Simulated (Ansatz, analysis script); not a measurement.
# SrFe2As2: which texture of moments is lowest, part 2 of 3

Do the moments of SrFe2As2 prefer to cant? Several patterns are started on spinors.

Ansatz 0.2.0; PBEsol, PAW set soft_1 (files made for PBE).

So far, largest spin moment in the atom's sphere (μB): step 2 (starting state) 0.585.

## (3) Denser mesh

Level of this step: Ansatz DFT, two collinear spin channels, from typed moments; PBEsol, PAW set soft_1; PAW set soft_1 (Ansatz).

Levels at the Fermi energy are partly filled, so moments and energy differences can hang on the k-mesh, and the state is solved again on a denser one.

The input, input.yaml:

```yaml
crystal:
  lattice:
    - [-5.5175, 0.0, 0.0]
    - [0.0, 5.5783, 0.0]
    - [0.0, -2.78915, -6.14825]
  atoms:
    - { symbol: Sr, position: [0.0, 0.0, 0.0] }
    - { symbol: Sr, position: [0.5, 0.5, 0.0] }
    - { symbol: Fe, position: [0.25, 0.0, 0.5], spin: 0.59 }
    - { symbol: Fe, position: [0.75, 0.5, 0.5], spin: 0.59 }
    - { symbol: Fe, position: [0.75, 0.0, 0.5], spin: 0.59 }
    - { symbol: Fe, position: [0.25, 0.5, 0.5], spin: 0.59 }
    - { symbol: As, position: [0.5, 0.1388, 0.2776] }
    - { symbol: As, position: [0.0, 0.6388, 0.2776] }
    - { symbol: As, position: [0.5, 0.8612, 0.7224] }
    - { symbol: As, position: [0.0, 0.3612, 0.7224] }
magnetization:
  spin_polarized: true
kpoints:
  mp_grid: { grid: [7, 8, 8] }
hamiltonian:
  xc: pbesol
  pseudopotentials: { kind: paw, azcp: { folder: soft_1 }, xc_functional: pbe }
scf:
  occupations: { method: fermi_dirac, width: 0.05 }
  max_iter: 120
  convergence: { dr2_threshold: 1.0e-08 }
  lower_state_search: "off"
basis:
  ecutwfc: 420.0
checkpoint:
  read: start
  write: ck
  compress: false
  write_wavefunctions: false
  write_every: 100000
```

Run with:

```sh
$ ansatz run input.yaml --threads 4 --pin off --max-ram 11264MiB --backend cpu --events-out ev --progress --plain --runs-dir out
```

Numbers of over 12 decimals in the logs are rounded to 6 here.

Output:

```text
[...]
Per-site moments (μB) at R_I (Å): [(0.00314898, 1.338161), (0.00314898, 1.338161), (0.622411, 0.986317), (0.622411, 0.986317), (0.622411, 0.986317), (0.622411, 0.986317), (-0.032532, 0.986317), (-0.032532, 0.986317), (-0.032532, 0.986317), (-0.032532, 0.986317)]
Free energy (F): -44037.174432 eV
[...]
Internal energy: -44037.092495 eV  (E = F + TS)
E sigma→0 (E₀):  -44037.133464 eV
Entropy (-TS):   -0.081937 eV (-8.194 meV/atom)
Fermi energy:    12.092692 eV
[...]
[key lines of the parts left out:]
SCF converged after 11 iterations
Magnetization: 2.3953 μB (73.1976 up, 70.8024 down)
```

Wall time 61 s (4 threads of Arm Neoverse V1, shared host); peak memory 1.9 GiB; 4 min of CPU time.

Spin moment in the atom's sphere by atom:

```
atom  spin moment in the atom's sphere (μB)
 Sr1                                  0.003
 Sr2                                  0.003
 Fe3                                  0.622
 Fe4                                  0.622
 Fe5                                  0.622
 Fe6                                  0.622
 As7                                 -0.033
 As8                                 -0.033
 As9                                 -0.033
As10                                 -0.033
```

The run ends ferromagnetic, with a net moment of 2.40 μB a cell, against 2.24 μB on the first mesh.

Signs and angles in the names of the patterns follow the order of the magnetic atoms in the input, which need not be their order in space.

In the spinor runs that follow the search for lower states is off.

## (4) Start: ferro

The parallel pattern comes first.

input.yaml, the sections that differ from step 3:

```yaml
crystal:
  lattice:
    - [-5.5175, 0.0, 0.0]
    - [0.0, 5.5783, 0.0]
    - [0.0, -2.78915, -6.14825]
  atoms:
    - { symbol: Sr, position: [0.0, 0.0, 0.0] }
    - { symbol: Sr, position: [0.5, 0.5, 0.0] }
    - { symbol: Fe, position: [0.25, 0.0, 0.5], spin: 0.62, spin_axis: [0.0, 0.0, 1.0] }
    - { symbol: Fe, position: [0.75, 0.5, 0.5], spin: 0.62, spin_axis: [0.0, 0.0, 1.0] }
    - { symbol: Fe, position: [0.75, 0.0, 0.5], spin: 0.62, spin_axis: [0.0, 0.0, 1.0] }
    - { symbol: Fe, position: [0.25, 0.5, 0.5], spin: 0.62, spin_axis: [0.0, 0.0, 1.0] }
    - { symbol: As, position: [0.5, 0.1388, 0.2776] }
    - { symbol: As, position: [0.0, 0.6388, 0.2776] }
    - { symbol: As, position: [0.5, 0.8612, 0.7224] }
    - { symbol: As, position: [0.0, 0.3612, 0.7224] }
magnetization:
  noncollinear: true
# kpoints, hamiltonian, scf, basis: as in step 3
# checkpoint: removed
```

Run with:

```sh
$ ansatz run input.yaml --threads 2 --pin off --max-ram 5632MiB --backend cpu --events-out ev --progress --plain --runs-dir out
```

Output:

```text
[...]
Crystal: 10 atoms, lattice volume = 189.233 Å³
Basis set: ecut = 420 eV, 3727 PW (Γ)
Bands: 174, of which v1, the nominal top of the filled ones, is band 144 counted from 1 (143 counted from 0)
Symmetry: 16 space group operations + 16 with time reversal
Moments: of one size on atoms that these operations exchange, one fixing the others by the rotation that the starting moments gave each, and all in one plane where the starting moments lie in one or along one axis (crystal.symmetry.detect: false holds none)
k-points: 84 of 448
[...]
Starting moments: Σ|m| = 2.48 μB on 4 of 10 sites
[...]
SCF iter   1: F=—  HF=-44041.798035 eV  |F-HF|=—  |Δ(HF+E_count)|=         —  Δρ=1.15e-1  dr2=4.10e1  dr2_m=5.62e-1  ethr=3.10e-3  |M|=7.89e-1 ∫|m|=1.36e0 μB  |m|>n=0.0e0 m-floor=0.0e0 τ_xc=0.0e0  β_m=0.30  ⟨swp⟩=7.5  Hψ=62376  notcnv=0  defer=157
[...]
spin=Noncollinear: Kerker preconditioning applied to the charge; magnetization (m_x, m_y, m_z) channels mix plain (no charge-response kernel on spin).
SCF iter   2: F=—  HF=-44039.367732 eV  |F-HF|=—  |Δ(HF+E_count)|=    2.43e0  Δρ=8.86e-2  dr2=1.13e1  dr2_m=5.86e-2  ethr=3.10e-3  |M|=2.29e0 ∫|m|=2.49e0 μB  |m|>n=0.0e0 m-floor=0.0e0 τ_xc=0.0e0  β_m=1.00  ⟨swp⟩=3.2  Hψ=30808  notcnv=0  defer=1149
[...]
SCF iter   7: F=—  HF=-44037.166947 eV  |F-HF|=—  |Δ(HF+E_count)|=   3.99e-3  Δρ=2.03e-3  dr2=9.60e-3  dr2_m=2.02e-5  ethr=5.50e-6  |M|=2.01e0 ∫|m|=2.42e0 μB  |m|>n=0.0e0 m-floor=0.0e0 τ_xc=0.0e0  β_m=0.30  ⟨swp⟩=2.0  Hψ=23131  notcnv=0  defer=943
[...]
spin-set hold released at iteration 7 (site moments contracting): the magnetisation degrees of freedom join the quasi-Newton model from the next iteration; the mixer history was flushed
SCF iter   8: F=—  HF=-44037.169117 eV  |F-HF|=—  |Δ(HF+E_count)|=   2.17e-3  Δρ=9.99e-4  dr2=1.54e-3  dr2_m=4.33e-4  ethr=5.50e-6  |M|=2.05e0 ∫|m|=2.45e0 μB  |m|>n=0.0e0 m-floor=0.0e0 τ_xc=0.0e0  β_m=0.53  ⟨swp⟩=2.0  Hψ=14952  notcnv=0  defer=943
[...]
SCF iter  19: F=-44037.174432 eV  HF=-44037.174432 eV  |F-HF|=8.44e-10  |Δ(HF+E_count)|=   3.75e-9  Δρ=1.11e-6  dr2=2.23e-9  dr2_m=4.72e-10  ethr=6.94e-12  |M|=2.40e0 ∫|m|=2.89e0 μB  |m|>n=0.0e0 m-floor=0.0e0 τ_xc=0.0e0  ⟨swp⟩=3.0  Hψ=37939  notcnv=0
SCF 1 converged in 19 iterations: F = -44037.174432 eV  dr2 = 2.23e-9
[...]
SCF converged after 19 iterations
Stability not checked: this state was not tested for a lower state beside it, because this non-collinear magnet's GGA is evaluated by the locally collinear projection, under which the energy is not smooth in the magnetisation (locally_collinear_gga; see scf.lower_state_search)
Magnetization: |M| = 2.3952 μB,  M = (+0.0000, +0.0000, +2.3952) μB
Absolute magnetization: 2.8868 μB (∫|m|, with the PAW one-centre terms)
Moment direction: held on its axis by an average over the rotations of spin about it
  site 0: m = (+0.0000, +0.0000, +0.0031) μB, |m| = 0.0031 μB  (R = 1.34 Å)
  site 1: m = (+0.0000, +0.0000, +0.0031) μB, |m| = 0.0031 μB  (R = 1.34 Å)
  site 2: m = (+0.0000, +0.0000, +0.6224) μB, |m| = 0.6224 μB  (R = 0.99 Å)
  site 3: m = (+0.0000, +0.0000, +0.6224) μB, |m| = 0.6224 μB  (R = 0.99 Å)
  site 4: m = (+0.0000, +0.0000, +0.6224) μB, |m| = 0.6224 μB  (R = 0.99 Å)
  site 5: m = (+0.0000, +0.0000, +0.6224) μB, |m| = 0.6224 μB  (R = 0.99 Å)
  site 6: m = (+0.0000, +0.0000, -0.0325) μB, |m| = 0.0325 μB  (R = 0.99 Å)
  site 7: m = (+0.0000, +0.0000, -0.0325) μB, |m| = 0.0325 μB  (R = 0.99 Å)
  site 8: m = (+0.0000, +0.0000, -0.0325) μB, |m| = 0.0325 μB  (R = 0.99 Å)
  site 9: m = (+0.0000, +0.0000, -0.0325) μB, |m| = 0.0325 μB  (R = 0.99 Å)
Free energy (F): -44037.174432 eV
[...]
Internal energy: -44037.092495 eV  (E = F + TS)
E sigma→0 (E₀):  -44037.133464 eV
Entropy (-TS):   -0.081937 eV (-8.194 meV/atom)
Fermi energy:    12.092693 eV
[...]
```

The job ended after 11 min (2 threads; peak memory 3.9 GiB; 22 min of CPU time).

It ends ferromagnetic; the largest site carries 0.622 μB.

Spin moment in the atom's sphere by atom:

```
atom  x (μB)  y (μB)  z (μB)   size
 Sr1   0.000   0.000   0.003  0.003
 Sr2   0.000   0.000   0.003  0.003
 Fe3   0.000   0.000   0.622  0.622
 Fe4   0.000   0.000   0.622  0.622
 Fe5   0.000   0.000   0.622  0.622
 Fe6   0.000   0.000   0.622  0.622
 As7   0.000   0.000  -0.033  0.033
 As8   0.000   0.000  -0.033  0.033
 As9   0.000   0.000  -0.033  0.033
As10   0.000   0.000  -0.033  0.033
```

## (5) Start: 90 degrees in a plane

A symmetric pattern; a run keeps it where it is stationary.

input.yaml, the sections that differ from step 4:

```yaml
crystal:
  lattice:
    - [-5.5175, 0.0, 0.0]
    - [0.0, 5.5783, 0.0]
    - [0.0, -2.78915, -6.14825]
  atoms:
    - { symbol: Sr, position: [0.0, 0.0, 0.0] }
    - { symbol: Sr, position: [0.5, 0.5, 0.0] }
    - { symbol: Fe, position: [0.25, 0.0, 0.5], spin: 0.62, spin_axis: [1.0, 0.0, 0.0] }
    - { symbol: Fe, position: [0.75, 0.5, 0.5], spin: 0.62, spin_axis: [0.0, 1.0, 0.0] }
    - { symbol: Fe, position: [0.75, 0.0, 0.5], spin: 0.62, spin_axis: [-1.0, 0.0, 0.0] }
    - { symbol: Fe, position: [0.25, 0.5, 0.5], spin: 0.62, spin_axis: [0.0, -1.0, 0.0] }
    - { symbol: As, position: [0.5, 0.1388, 0.2776] }
    - { symbol: As, position: [0.0, 0.6388, 0.2776] }
    - { symbol: As, position: [0.5, 0.8612, 0.7224] }
    - { symbol: As, position: [0.0, 0.3612, 0.7224] }
output:
  write_density: true
  write_potential: true
  elf: true
  volumetric_format: npy
# kpoints, hamiltonian, scf, basis, magnetization: as in step 4
```

Output:

```text
[...]
Crystal: 10 atoms, lattice volume = 189.233 Å³
Basis set: ecut = 420 eV, 3727 PW (Γ)
Bands: 174, of which v1, the nominal top of the filled ones, is band 144 counted from 1 (143 counted from 0)
Symmetry: 16 space group operations + 16 with time reversal
[...]
k-points: 84 of 448
[...]
Starting moments: Σ|m| = 2.48 μB on 4 of 10 sites
[...]
k-point 0: bands = [... 140 lower, 11.6645, 11.6645, 12.2104, 12.2104, 12.3238, 12.3238, 12.6291, 12.6291, ... 26 higher]
  k-point 1: bands = [... 140 lower, 11.6643, 11.6643, 12.2123, 12.2123, 12.2888, 12.2888, 12.6322, 12.6322, ... 26 higher]
  k-point 2: bands = [... 140 lower, 11.6638, 11.6638, 12.2134, 12.2134, 12.2400, 12.2400, 12.6259, 12.6259, ... 26 higher]
  k-point 83: bands = [... 140 lower, 11.5664, 11.5664, 11.8565, 11.8565, 12.3797, 12.3797, 12.5285, 12.5285, ... 26 higher]
[key lines of the parts left out:]
SCF converged after 30 iterations
Magnetization: |M| = 0.0000 μB,  M = (-0.0000, +0.0000, +0.0000) μB
Free energy (F): -44037.626708 eV
Fermi energy:    12.129784 eV
```

Run time: 21 min. Hardware: 2 threads; peak memory 4 GiB.

It ends antiferromagnetic; the largest site carries 1.88 μB.

Spin moment in the atom's sphere by atom:

```
atom  x (μB)  y (μB)  z (μB)  size
 Sr1    0.00    0.00    0.00  0.00
 Sr2    0.00    0.00    0.00  0.00
 Fe3    1.33   -1.33    0.00  1.88
 Fe4   -1.33    1.33    0.00  1.88
 Fe5   -1.33    1.33    0.00  1.88
 Fe6    1.33   -1.33    0.00  1.88
 As7    0.00    0.00    0.00  0.00
 As8    0.00    0.00    0.00  0.00
 As9    0.00    0.00    0.00  0.00
As10    0.00    0.00    0.00  0.00
```

## (6) Start: collinear +-+-

input.yaml, the sections that differ from step 5:

```yaml
crystal:
  lattice:
    - [-5.5175, 0.0, 0.0]
    - [0.0, 5.5783, 0.0]
    - [0.0, -2.78915, -6.14825]
  atoms:
    - { symbol: Sr, position: [0.0, 0.0, 0.0] }
    - { symbol: Sr, position: [0.5, 0.5, 0.0] }
    - { symbol: Fe, position: [0.25, 0.0, 0.5], spin: 0.62, spin_axis: [0.0, 0.0, 1.0] }
    - { symbol: Fe, position: [0.75, 0.5, 0.5], spin: 0.62, spin_axis: [0.0, 0.0, -1.0] }
    - { symbol: Fe, position: [0.75, 0.0, 0.5], spin: 0.62, spin_axis: [0.0, 0.0, 1.0] }
    - { symbol: Fe, position: [0.25, 0.5, 0.5], spin: 0.62, spin_axis: [0.0, 0.0, -1.0] }
    - { symbol: As, position: [0.5, 0.1388, 0.2776] }
    - { symbol: As, position: [0.0, 0.6388, 0.2776] }
    - { symbol: As, position: [0.5, 0.8612, 0.7224] }
    - { symbol: As, position: [0.0, 0.3612, 0.7224] }
# kpoints, hamiltonian, scf, basis, magnetization: as in step 5
# output: removed
```

Output:

```text
[...]
Crystal: 10 atoms, lattice volume = 189.233 Å³
Basis set: ecut = 420 eV, 3727 PW (Γ)
Bands: 174, of which v1, the nominal top of the filled ones, is band 144 counted from 1 (143 counted from 0)
Symmetry: 16 space group operations + 16 with time reversal
[...]
k-points: 84 of 448
[...]
Starting moments: Σ|m| = 2.48 μB on 4 of 10 sites
[...]
site 7: m = (+0.0000, +0.0000, -0.0000) μB, |m| = 0.0000 μB  (R = 0.99 Å)
  site 8: m = (+0.0000, +0.0000, +0.0000) μB, |m| = 0.0000 μB  (R = 0.99 Å)
  site 9: m = (+0.0000, +0.0000, -0.0000) μB, |m| = 0.0000 μB  (R = 0.99 Å)
Free energy (F): -44037.700108 eV
[...]
Internal energy: -44037.675270 eV  (E = F + TS)
E sigma→0 (E₀):  -44037.687689 eV
Entropy (-TS):   -0.024839 eV (-2.484 meV/atom)
Fermi energy:    12.130683 eV
[...]
[key lines of the parts left out:]
SCF converged after 29 iterations
Magnetization: |M| = 0.0000 μB,  M = (+0.0000, +0.0000, -0.0000) μB
```

Elapsed: 18 min, on 2 threads; peak memory 4 GiB; 35 min of CPU time.

It ends antiferromagnetic; the largest site carries 1.91 μB.

Spin moment in the atom's sphere by atom:

```
atom  x (μB)  y (μB)  z (μB)  size
 Sr1    0.00    0.00    0.00  0.00
 Sr2    0.00    0.00    0.00  0.00
 Fe3    0.00    0.00    1.91  1.91
 Fe4    0.00    0.00   -1.91  1.91
 Fe5    0.00    0.00    1.91  1.91
 Fe6    0.00    0.00   -1.91  1.91
 As7    0.00    0.00    0.00  0.00
 As8    0.00    0.00    0.00  0.00
 As9    0.00    0.00    0.00  0.00
As10    0.00    0.00    0.00  0.00
```

## (7) Start: random 1

Random directions favour no pattern, so the moments can find one that was not thought of.

input.yaml, the sections that differ from step 6:

```yaml
crystal:
  lattice:
    - [-5.5175, 0.0, 0.0]
    - [0.0, 5.5783, 0.0]
    - [0.0, -2.78915, -6.14825]
  atoms:
    - { symbol: Sr, position: [0.0, 0.0, 0.0] }
    - { symbol: Sr, position: [0.5, 0.5, 0.0] }
    - { symbol: Fe, position: [0.25, 0.0, 0.5], spin: 0.62, spin_axis: [-0.715448, 0.606203, 0.347351] }
    - { symbol: Fe, position: [0.75, 0.5, 0.5], spin: 0.62, spin_axis: [-0.932381, -0.154423, -0.326833] }
    - { symbol: Fe, position: [0.75, 0.0, 0.5], spin: 0.62, spin_axis: [0.114362, -0.953147, -0.280058] }
    - { symbol: Fe, position: [0.25, 0.5, 0.5], spin: 0.62, spin_axis: [-0.920937, -0.37328, 0.111971] }
    - { symbol: As, position: [0.5, 0.1388, 0.2776] }
    - { symbol: As, position: [0.0, 0.6388, 0.2776] }
    - { symbol: As, position: [0.5, 0.8612, 0.7224] }
    - { symbol: As, position: [0.0, 0.3612, 0.7224] }
# kpoints, hamiltonian, scf, basis, magnetization: as in step 6
```

Output:

```text
[...]
Crystal: 10 atoms, lattice volume = 189.233 Å³
Basis set: ecut = 420 eV, 3727 PW (Γ)
Bands: 174, of which v1, the nominal top of the filled ones, is band 144 counted from 1 (143 counted from 0)
Symmetry: 4 space group operations
[...]
k-points: 123 of 448
[...]
Starting moments: Σ|m| = 2.48 μB on 4 of 10 sites
[...]
site 7: m = (+0.0000, -0.0000, +0.0000) μB, |m| = 0.0000 μB  (R = 0.99 Å)
  site 8: m = (+0.0000, -0.0000, +0.0000) μB, |m| = 0.0000 μB  (R = 0.99 Å)
  site 9: m = (+0.0000, -0.0000, +0.0000) μB, |m| = 0.0000 μB  (R = 0.99 Å)
Free energy (F): -44037.700108 eV
[...]
Internal energy: -44037.675270 eV  (E = F + TS)
E sigma→0 (E₀):  -44037.687689 eV
Entropy (-TS):   -0.024839 eV (-2.484 meV/atom)
Fermi energy:    12.130683 eV
[...]
[key lines of the parts left out:]
SCF converged after 50 iterations
Magnetization: |M| = 0.0000 μB,  M = (-0.0000, -0.0000, -0.0000) μB
```

It took 41 min on 2 threads; peak memory 4.8 GiB.

It ends antiferromagnetic; the largest site carries 1.91 μB.

Spin moment in the atom's sphere by atom:

```
atom  x (μB)  y (μB)  z (μB)  size
 Sr1    0.00    0.00    0.00  0.00
 Sr2    0.00    0.00    0.00  0.00
 Fe3    1.80    0.48    0.41  1.91
 Fe4   -1.80   -0.48   -0.41  1.91
 Fe5    1.80    0.48    0.41  1.91
 Fe6   -1.80   -0.48   -0.41  1.91
 As7    0.00    0.00    0.00  0.00
 As8    0.00    0.00    0.00  0.00
 As9    0.00    0.00    0.00  0.00
As10    0.00    0.00    0.00  0.00
```

[end of part 2 of 3]

[Logs and program files are shortened in this print: banners, set-up blocks, solver, clock and traceback lines can be left out without a mark of their own.]

[Logs are printed without paths, hosts, clocks, repeated set-up lines and the standing remarks that a program may print on its own settings, such as how far it seeks lower states.]

[Hosts, paths, dates, database ids (printed as entryN), source tags and the programs' standing remarks are cut or masked in the printed files.]
